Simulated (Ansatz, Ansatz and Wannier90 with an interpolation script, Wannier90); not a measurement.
# K2LiAlF6 (Fm-3m): what limits a Wannier interpolation of GW, part 2 of 2

Aim: vary the Wannier model and the GW settings for K2LiAlF6 (Fm-3m) and see what the interpolated bands lose.

Wannier90 4.0.3; maximally localised Wannier functions from the overlaps of LDA states (plane waves, PAW). Known limits of the many-body steps: not at the basis limit; coarse k mesh.

So far. Step 2 (Wannier model on 8×8×8, by Wannier90): Near the gap the model misses directly solved bands by 2.3 meV r.m.s. and by 45 meV at most in the window tested. This tests the starting bands, not the corrections carried with them. Step 3 (Wannier model on 8×8×8, by the program's own minimiser): Near the gap the model misses directly solved bands by 2.3 meV r.m.s. and by 45 meV at most in the window tested. This tests the starting bands, not the corrections carried with them.

### Step 4. Wannier model on 4×4×4, by Wannier90

This step: maximally localised Wannier functions from the overlaps of LDA states (plane waves, PAW).

w.win reads:

```
num_iter = 1200
conv_tol = 1.0e-8
conv_window = 5
dis_num_iter = 4000
dis_conv_tol = 1.0e-8
dis_mix_ratio = 0.7
write_hr = true
use_ws_distance = false
num_print_cycles = 50
! ansatz wannier90 interface
! projections by site (counted from 0) and shell: 3 3P, 4 2P, 5 2P, 6 2P, 7 2P, 8 2P, 9 2P, 0 4S, 1 4S, 2 2S
! states of the run's bands (counted from 1): 1-59
num_bands = 59
num_wann  = 24
dis_win_min = -1.61
dis_win_max = 20.39
dis_froz_min = -1.61
dis_froz_max = 11.86
guiding_centres = true

begin unit_cell_cart
Ang
                      0.0                    3.921                    3.921
                    3.921                      0.0                    3.921
                    3.921                    3.921                      0.0
end unit_cell_cart

begin atoms_frac
K                       0.25                     0.25                     0.25
K                       0.75                     0.75                     0.75
Li                       0.5                      0.5                      0.5
Al                       0.0                      0.0                      0.0
F                     0.7689                   0.2311                   0.2311
F                     0.2311                   0.7689                   0.2311
F                     0.2311                   0.7689                   0.7689
F                     0.7689                   0.2311                   0.7689
F                     0.2311                   0.2311                   0.7689
F                     0.7689                   0.7689                   0.2311
end atoms_frac

mp_grid = 4 4 4

[... the mesh's points ...]
```

The run is started by

```console
> OMP_NUM_THREADS=1 mpirun -n 8 wannier90.x w > wannier90.x.log
```

Numbers of over 12 decimals in the logs are rounded to 6 here.

Output:

```text
[banner, memory and clock lines left out]
TEM
                                    ------

                              Lattice Vectors (Ang)
                    a_1     0.000000   3.921000   3.921000
                    a_2     3.921000   0.000000   3.921000
                    a_3     3.921000   3.921000   0.000000

                   Unit Cell Volume:     120.56480  (Ang^3)

                        Reciprocal-Space Vectors (Ang^-1)
                    b_1    -0.801222   0.801222   0.801222
                    b_2     0.801222  -0.801222   0.801222
                    b_3     0.801222   0.801222  -0.801222

 *----------------------------------------------------------------------------*
 |   Site       Fractional Coordinate          Cartesian Coordinate (Ang)     |
 +----------------------------------------------------------------------------+
 | k    1   0.25000   0.25000   0.25000   |    1.96050   1.96050   1.96050    |
 | k    2   0.75000   0.75000   0.75000   |    5.88150   5.88150   5.88150    |
 | li   1   0.50000   0.50000   0.50000   |    3.92100   3.92100   3.92100    |
 | al   1   0.00000   0.00000   0.00000   |    0.00000   0.00000   0.00000    |
 | f    1   0.76890   0.23110   0.23110   |    1.81229   3.92100   3.92100    |
 | f    2   0.23110   0.76890   0.23110   |    3.92100   1.81229   3.92100    |
 | f    3   0.23110   0.76890   0.76890   |    6.02971   3.92100   3.92100    |
 | f    4   0.76890   0.23110   0.76890   |    3.92100   6.02971   3.92100    |
 | f    5   0.23110   0.23110   0.76890   |    3.92100   3.92100   1.81229    |
 | f    6   0.76890   0.76890   0.23110   |    3.92100   3.92100   6.02971    |
 *----------------------------------------------------------------------------*
                                ------------
[...]
Sum of centres and spreads ( 82.341000, 82.341000, 82.341000 )    40.70768106

      1    -0.567E+01     2.9191439542       40.7076810574       0.39  <-- CONV
        O_D=      0.0787603 O_OD=      7.7705332 O_TOT=     40.7076811 <-- SPRD
 Delta: O_D= -0.3358660E+00 O_OD= -0.5331898E+01 O_TOT= -0.5667764E+01 <-- DLTA

             <<<     Delta < 1.000E-08  over  5 iterations     >>>
             <<< Wannierisation convergence criteria satisfied >>>

 Final State
[...]
WF centre and spread   23  (  5.881500,  5.881500,  5.881500 )     4.09961613
  WF centre and spread   24  (  3.921000,  3.921000,  3.921000 )     2.69056708
  Sum of centres and spreads ( 82.341000, 82.341000, 82.341000 )    37.20871601

         Spreads (Ang^2)       Omega I      =    32.858387590
        ================       Omega D      =     0.036645984
                               Omega OD     =     4.313682436
    Final Spread (Ang^2)       Omega Total  =    37.208716009

 Writing checkpoint file w.chk... done

 *---------------------------------------------------------------------------*
 |                               PLOTTING                                    |
 *---------------------------------------------------------------------------*

 *===========================================================================*
 |                             TIMING INFORMATION                            |
 *===========================================================================*
 |    Tag                                                Ncalls      Time (s)|
 |---------------------------------------------------------------------------|
 |kmesh: get                                        :         1         0.016|
 |overlap: read                                     :         1         0.978|
 |dis: main                                         :         1         0.428|
 |wann: main                                        :         1         0.251|
 |plot: main                                        :         1         0.075|
 *---------------------------------------------------------------------------*
 All done: wannier90 exiting
```

Elapsed: 2.5 s, on 8 MPI ranks of Arm Neoverse V2, shared host.

Numbers from this step:

```
gauge-invariant spread     : 32.86 Å²
diagonal spread            : 0.03665 Å²
off-diagonal spread        : 4.314 Å²
total spread               : 37.21 Å²
disentanglement steps      : 56
r.m.s. interpolation error : 0.009403 eV
r.m.s. error near the gap  : 0.01081 eV
```

Near the gap the model misses directly solved bands by 10.8 meV r.m.s. and by 125 meV at most in the window tested. This tests the starting bands, not the corrections carried with them.

Frozen up to 9.94 eV; above it the model need not follow the bands. Electronic bands along the path, in eV, zero at the valence-band top; v1 is the highest filled band, c1 the lowest empty one:

| point | v4 | v3 | v2 | v1 | c1 | c2 | c3 | c4 |
| --- | --- | --- | --- | --- | --- | --- | --- | --- |
| Γ | -0.44 | 0.00 | 0.00 | 0.00 | 7.54 | 13.53 | 14.11 | 14.11 |
| halfway | -0.56 | -0.26 | -0.26 | -0.01 | 8.51 | 13.10 | 13.70 | 13.90 |
| X | -0.67 | -0.58 | -0.58 | -0.02 | 10.45 | 11.26 | 13.35 | 13.37 |
| halfway | -0.66 | -0.56 | -0.54 | -0.05 | 10.57 | 11.30 | 12.64 | 13.40 |
| U | -0.63 | -0.50 | -0.43 | -0.13 | 10.92 | 11.14 | 11.90 | 13.52 |
| jump to K | -0.63 | -0.50 | -0.43 | -0.13 | 10.92 | 11.14 | 11.90 | 13.52 |
| halfway | -0.48 | -0.21 | -0.21 | -0.11 | 8.59 | 12.85 | 12.89 | 13.84 |
| Γ | -0.44 | 0.00 | 0.00 | 0.00 | 7.54 | 13.53 | 14.11 | 14.11 |
| halfway | -0.48 | -0.15 | -0.15 | -0.09 | 8.27 | 12.57 | 13.73 | 14.27 |
| L | -0.51 | -0.27 | -0.27 | -0.21 | 9.52 | 10.22 | 13.89 | 14.34 |
| halfway | -0.59 | -0.41 | -0.26 | -0.23 | 10.14 | 10.72 | 12.88 | 13.62 |
| W | -0.70 | -0.59 | -0.25 | -0.25 | 11.45 | 11.48 | 11.48 | 12.58 |
| halfway | -0.68 | -0.58 | -0.46 | -0.08 | 10.70 | 11.35 | 12.52 | 12.92 |
| X | -0.67 | -0.58 | -0.58 | -0.02 | 10.45 | 11.26 | 13.35 | 13.37 |

The same for Kohn-Sham, solved directly:

| point | v4 | v3 | v2 | v1 | c1 | c2 | c3 | c4 |
| --- | --- | --- | --- | --- | --- | --- | --- | --- |
| Γ | -0.44 | 0.00 | 0.00 | 0.00 | 7.54 | 10.01 | 10.01 | 10.26 |
| X | -0.67 | -0.58 | -0.58 | -0.02 | 10.10 | 10.76 | 11.07 | 11.13 |
| U | -0.62 | -0.50 | -0.43 | -0.13 | 10.42 | 10.60 | 10.86 | 11.36 |
| K | -0.62 | -0.50 | -0.43 | -0.13 | 10.42 | 10.60 | 10.86 | 11.36 |
| Γ | -0.44 | 0.00 | 0.00 | 0.00 | 7.54 | 10.01 | 10.01 | 10.26 |
| L | -0.51 | -0.27 | -0.27 | -0.21 | 9.52 | 9.96 | 11.13 | 11.13 |
| W | -0.70 | -0.59 | -0.25 | -0.25 | 10.74 | 10.74 | 10.91 | 10.98 |
| X | -0.67 | -0.58 | -0.58 | -0.02 | 10.10 | 10.76 | 11.07 | 11.13 |

### Step 5. A faulty Wannier input

This step: maximally localised Wannier functions, LDA, plane waves, PAW.

input.yaml reads:

```yaml
crystal:
  lattice:
    - [0.0, 3.921, 3.921]
    - [3.921, 0.0, 3.921]
    - [3.921, 3.921, 0.0]
  atoms:
    - { symbol: K, position: [0.25, 0.25, 0.25] }
    - { symbol: K, position: [0.75, 0.75, 0.75] }
    - { symbol: Li, position: [0.5, 0.5, 0.5] }
    - { symbol: Al, position: [0.0, 0.0, 0.0] }
    - { symbol: F, position: [0.7689, 0.2311, 0.2311] }
    - { symbol: F, position: [0.2311, 0.7689, 0.2311] }
    - { symbol: F, position: [0.2311, 0.7689, 0.7689] }
    - { symbol: F, position: [0.7689, 0.2311, 0.7689] }
    - { symbol: F, position: [0.2311, 0.2311, 0.7689] }
    - { symbol: F, position: [0.7689, 0.7689, 0.2311] }
kpoints:
  mp_grid: { grid: [4, 4, 4] }
hamiltonian:
  xc: lda
scf:
  occupations: { method: fixed }
  n_extra_bands: 64
output:
  wannier:
    kmesh: [4, 4, 4]
    projections:
      - { species: Al, l: p, shell: 3 }
      - { species: F, l: p, shell: 2 }
      - { species: K, l: s, shell: 4 }
      - { species: Li, l: s, shell: 2 }
    minimise: true
    write_hr: true
    seedname: w
    conv_tol: 1.0e-06
    max_iter: 3
    stability_check: false
    disentanglement:
      window: [-1.61, 20.39]
      frozen_window: [-1.61, 11.86]
      conv_tol: 1.0e-08
```

The run is started by

```console
> ansatz run input.yaml --threads 8 --pin off --max-ram 18432MiB --backend cpu --events-out ev --progress --plain --runs-dir out
```

Output:

```text
Error: invalid value for `output.wannier.max_iter`: must be ≥ 5; got 3
```

The job ended after 0.07 s (8 threads; peak memory 0.083 GiB).

The input was rejected at the start.

The program's message: “Error: invalid value for `output.wannier.max_iter`: must be ≥ 5; got 3”

The fault put into this input: too few iterations.

### Step 6. G0W0: 4×4×4 mesh, 453 empty bands, screening to 140 eV

Now the one-shot GW correction: screening in the RPA, then the self-energy of the levels asked for.

This step: G0W0 on LDA, plane waves, PAW.

input.yaml, the sections that differ from step 5:

```yaml
scf:
  occupations: { method: fixed }
gw:
  n_empty_bands: 453
  ecut_chi: 140.0
  qp_bands: [v17, c2]
  screening: { model: contour_deformation }
# crystal, kpoints, hamiltonian: as in step 5
# output: removed
```

Output:

```text
[...]
Crystal: 10 atoms, lattice volume = 120.565 Å³
Basis set: ecut = 420 eV, 2397 PW (Γ)
Bands: 43, of which v1, the nominal top of the filled ones, is band 33 counted from 1 (32 counted from 0)
Symmetry: 48 space group operations
[...]
k-points: 8 of 64
[...]
0    24      0.6351   -31.3947     5.1462   -23.8704  0.8128    -1.7889    -1.7430  root
[...]
7    32      1.6689   -31.7244     5.4241   -23.9260  0.8092    -0.7528    -0.7055  root
     7    33      1.6689   -31.7244     5.4241   -23.9260  0.8092    -0.7528    -0.7055  root
     7    34     12.6609    -8.1537    -3.5053   -14.0227  0.8751    15.0531    15.0247  root
     7    35     12.6609    -8.1537    -3.5053   -14.0227  0.8751    15.0531    15.0247  root
[key lines of the parts left out:]
SCF converged after 7 iterations
Free energy (F): -8485.813846 eV
Fermi energy:    1.919577 eV
```

It took 2.6 min on 8 threads; peak memory 3.1 GiB.

The G0W0 gap on the mesh is 11.812 eV.

### Step 7. G0W0: 2×2×2 mesh, 453 empty bands, screening to 140 eV

Changes to input.yaml since step 6:

```diff
@@ -17,3 +17,3 @@
 kpoints:
-  mp_grid: { grid: [4, 4, 4] }
+  mp_grid: { grid: [2, 2, 2] }
 hamiltonian:
```

Output:

```text
[...]
Crystal: 10 atoms, lattice volume = 120.565 Å³
Basis set: ecut = 420 eV, 2397 PW (Γ)
Bands: 43, of which v1, the nominal top of the filled ones, is band 33 counted from 1 (32 counted from 0)
Symmetry: 48 space group operations
[...]
k-points: 3 of 8
[...]
0    24      0.6416   -31.4410     5.1825   -23.8694  0.8120    -1.7946    -1.7475  root
[...]
2    32      1.3483   -31.1377     5.4098   -23.2941  0.8087    -1.1374    -1.0857  root
     2    33      1.9047   -32.1829     5.4793   -24.3565  0.8085    -0.4883    -0.4424  root
     2    34     12.0235    -8.2790    -3.4403   -14.0014  0.8749    14.3317    14.3055  root
     2    35     12.6795    -8.8224    -3.6851   -14.8152  0.8731    15.0159    14.9872  root
[key lines of the parts left out:]
SCF converged after 7 iterations
Free energy (F): -8485.789921 eV
Fermi energy:    1.926349 eV
```

Elapsed: 17 s, on 8 threads; peak memory 1.4 GiB.

The G0W0 gap on the mesh is 11.837 eV.

### Step 8. G0W0: 4×4×4 mesh, 210 empty bands, screening to 84 eV

Changes to input.yaml since step 7:

```diff
@@ -17,3 +17,3 @@
 kpoints:
-  mp_grid: { grid: [2, 2, 2] }
+  mp_grid: { grid: [4, 4, 4] }
 hamiltonian:
@@ -23,4 +23,4 @@
 gw:
-  n_empty_bands: 453
-  ecut_chi: 140.0
+  n_empty_bands: 210
+  ecut_chi: 84
   qp_bands: [v17, c2]
```

Output:

```text
[...]
Crystal: 10 atoms, lattice volume = 120.565 Å³
Basis set: ecut = 420 eV, 2397 PW (Γ)
Bands: 43, of which v1, the nominal top of the filled ones, is band 33 counted from 1 (32 counted from 0)
Symmetry: 48 space group operations
[...]
k-points: 8 of 64
[...]
0    24      0.6351   -31.3947     5.2773   -23.8704  0.8170    -1.6535    -1.6119  root
[...]
7    32      1.6689   -31.7244     5.5172   -23.9260  0.8141    -0.6563    -0.6124  root
     7    33      1.6689   -31.7244     5.5172   -23.9260  0.8141    -0.6563    -0.6124  root
     7    34     12.6609    -8.1537    -3.4041   -14.0227  0.8771    15.1579    15.1259  root
     7    35     12.6609    -8.1537    -3.4041   -14.0227  0.8771    15.1579    15.1259  root
[key lines of the parts left out:]
SCF converged after 7 iterations
Free energy (F): -8485.813846 eV
Fermi energy:    1.919577 eV
```

Elapsed: 36 s, on 8 threads; peak memory 1.3 GiB.

The G0W0 gap on the mesh is 11.736 eV.

### Step 9. G0W0: 4×4×4 mesh, 453 empty bands, screening to 140 eV, plasmon pole

Changes to input.yaml since step 8:

```diff
@@ -23,5 +23,5 @@
 gw:
-  n_empty_bands: 210
-  ecut_chi: 84
+  n_empty_bands: 453
+  ecut_chi: 140.0
   qp_bands: [v17, c2]
-  screening: { model: contour_deformation }
+  screening: { model: godby_needs }
```

Output:

```text
[...]
Crystal: 10 atoms, lattice volume = 120.565 Å³
Basis set: ecut = 420 eV, 2397 PW (Γ)
Bands: 43, of which v1, the nominal top of the filled ones, is band 33 counted from 1 (32 counted from 0)
Symmetry: 48 space group operations
[...]
k-points: 8 of 64
[...]
0    24      0.6351   -31.3947     5.1811   -23.8704  0.8210    -1.7399    -1.7082  root
[...]
7    32      1.6689   -31.7244     5.4532   -23.9260  0.8173    -0.7074    -0.6762  root
     7    33      1.6689   -31.7244     5.4532   -23.9260  0.8173    -0.7074    -0.6762  root
     7    34     12.6609    -8.1537    -3.4597   -14.0227  0.8814    15.0887    15.0703  root
     7    35     12.6609    -8.1537    -3.4597   -14.0227  0.8814    15.0887    15.0703  root
[key lines of the parts left out:]
SCF converged after 7 iterations
Free energy (F): -8485.813846 eV
Fermi energy:    1.919577 eV
```

Run time: 4.3 min. Hardware: 8 threads; peak memory 3.1 GiB; 33 min of CPU time.

The G0W0 gap on the mesh is 11.799 eV.

### Step 10. Interpolated results

Times are wall times on 8 threads of Arm Neoverse V2, shared host, good to a factor of about two.

```
GW mesh  empty bands  cutoff (eV)            frequency  gap on mesh (eV)  gap over zone (eV)  direct gap (eV)  valence width (eV)  GW time
  4×4×4          453          140  contour deformation            11.812              11.812           11.812               3.689  2.6 min
  2×2×2          453          140  contour deformation            11.837              11.842           11.842               3.680     17 s
  4×4×4          210           84  contour deformation            11.736              11.736           11.736               3.689     36 s
  4×4×4          453          140         plasmon pole            11.799              11.799           11.799               3.750  4.3 min
```

### Step 11. What came out

```json
{
  "4×4×4 mesh, 453 empty bands, screening to 140 eV": "11.81 eV",
  "2×2×2 mesh, 453 empty bands, screening to 140 eV": "11.84 eV",
  "4×4×4 mesh, 210 empty bands, screening to 84 eV": "11.74 eV",
  "4×4×4 mesh, 453 empty bands, screening to 140 eV, plasmon pole": "11.80 eV"
}
```

What this shows: The largest change, −0.08 eV in the gap over the zone, comes with 4×4×4 mesh, 210 empty bands, screening to 84 eV. The first run is a reference, not a converged one, and where a row moves several settings no single cause can be named. Rows on another GW mesh add that mesh's corrections to the bands of the one model. The program's own minimiser ends at the same spread as the first model, 40.3 Å², from the same trial orbitals; this need not be the lowest minimum. Coarser Wannier mesh (4×4×4): the miss near the gap goes from 2 (the model on 8×8×8) to 11 meV and the total spread from 40.3 to 37.2 Å². With 2×2×2 mesh, 453 empty bands, screening to 140 eV the gap over the zone moves by +0.03 eV and that on the mesh by +0.02 eV. With 4×4×4 mesh, 210 empty bands, screening to 84 eV the gap over the zone moves by −0.08 eV and that on the mesh by −0.08 eV. With 4×4×4 mesh, 453 empty bands, screening to 140 eV, plasmon pole the gap over the zone moves by −0.01 eV and that on the mesh by −0.01 eV. Gaps over the zone and on the mesh differ where an edge lies off the mesh, or where a GW run starts from another density: the starting gap over the zone is 7.536 eV, on the GW meshes it is 7.536 eV and 7.531 eV.

[Paths, hosts, dates, memory and timing lines, banners, echoed tables and standing remarks are left out of the program output.]

[Logs are printed without paths, hosts, clocks, repeated set-up lines and the standing remarks that a program may print on its own settings, such as how far it seeks lower states.]

[Runs of the session that timed out or met a known fault of the program may be left out.]

[Hosts, paths, dates, database ids (printed as entryN), source tags and the programs' standing remarks are cut or masked in the printed files.]
